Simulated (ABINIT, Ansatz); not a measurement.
### How the form of the self-energy moves the gap of LiBiB2O6 (R-3)

Symmetry: R-3, No. 148, trigonal system. The conventional cell has a = 4.879 Å, b = 4.879 Å, c = 15.675 Å, α = 90.00°, β = 90.00°, γ = 120.00°. Nearest to Li lie 6 O at 2.22 Å. Nearest to B lie 3 O at 1.38 Å. Nearest to Bi lie 6 O at 2.17 Å. O has 1 B at 1.38 Å and 1 Bi at 2.17 Å and 1 Li at 2.22 Å nearest. Farther neighbours, and contacts between anions beyond the nearest, are not listed.

* method: RPA screening on LDA, plane waves, norm-conserving pseudopotentials (and 3 further levels or steps)
* program: ABINIT 10.8.3
* settings: cutoff 44 Ha, PseudoDojo scalar-relativistic 0.4.1 stringent, norm-conserving, ngkpt (2, 2, 2), nband 105, ecuteps 4.2 Ha, inclvkb 2, shiftk (0, 0, 0), symchi 1, awtr 1, frequency ppm, 2×2×2 k-mesh
* cost: 6 runs, 4.4 min in all on 4 MPI ranks of AMD EPYC 9R14 (Zen 4), shared host
* notes: The cell and positions are those that the Materials Project relaxed with its own functionals (PBE, PBE+U or r2SCAN), kept fixed. Limits: no spin-orbit coupling. The 2×2×2 mesh is coarse for this cell, which bears on the long-range parts of exchange and screening.
* G0W0, Godby-Needs plasmon pole: 2.715 eV
* G0W0, Hybertsen-Louie plasmon pole: 2.940 eV
* G0W0, von der Linden-Horsch plasmon pole: 2.841 eV
* one-shot Hartree-Fock: 8.760 eV
* known limits: short of the basis limit; no spin-orbit coupling; coarse k mesh

G0W0, Hybertsen-Louie plasmon pole: +0.225 eV against G0W0, Godby-Needs plasmon pole. G0W0, von der Linden-Horsch plasmon pole: +0.126 eV against G0W0, Godby-Needs plasmon pole.

[Paths, hosts, dates, memory and timing lines, banners, echoed tables and standing remarks are left out of the program output; an Ansatz launch command may be rebuilt from the run's recorded settings. Measured values are a selection of at most five: reports struck by readers or far from the other reports are left out. None is set beside runs whose start may be inverted or whose files or cutoffs have a known fault.]

[Runs of the session that timed out or met a known fault of the program may be left out.]

[Hosts, paths, dates, database ids (printed as entryN), source tags and the programs' standing remarks are cut or masked in the printed files.]

[G0W0 gaps are taken among the corrected bands and points alone; a level outside them can change the order at an edge.]

[Where Ansatz stands beside ABINIT at settings called matched, ABINIT's density can come from a denser mesh and the files from another edition; pairs whose starting gaps differed by over 0.03 eV were left out, so agreement reads better than it is.]
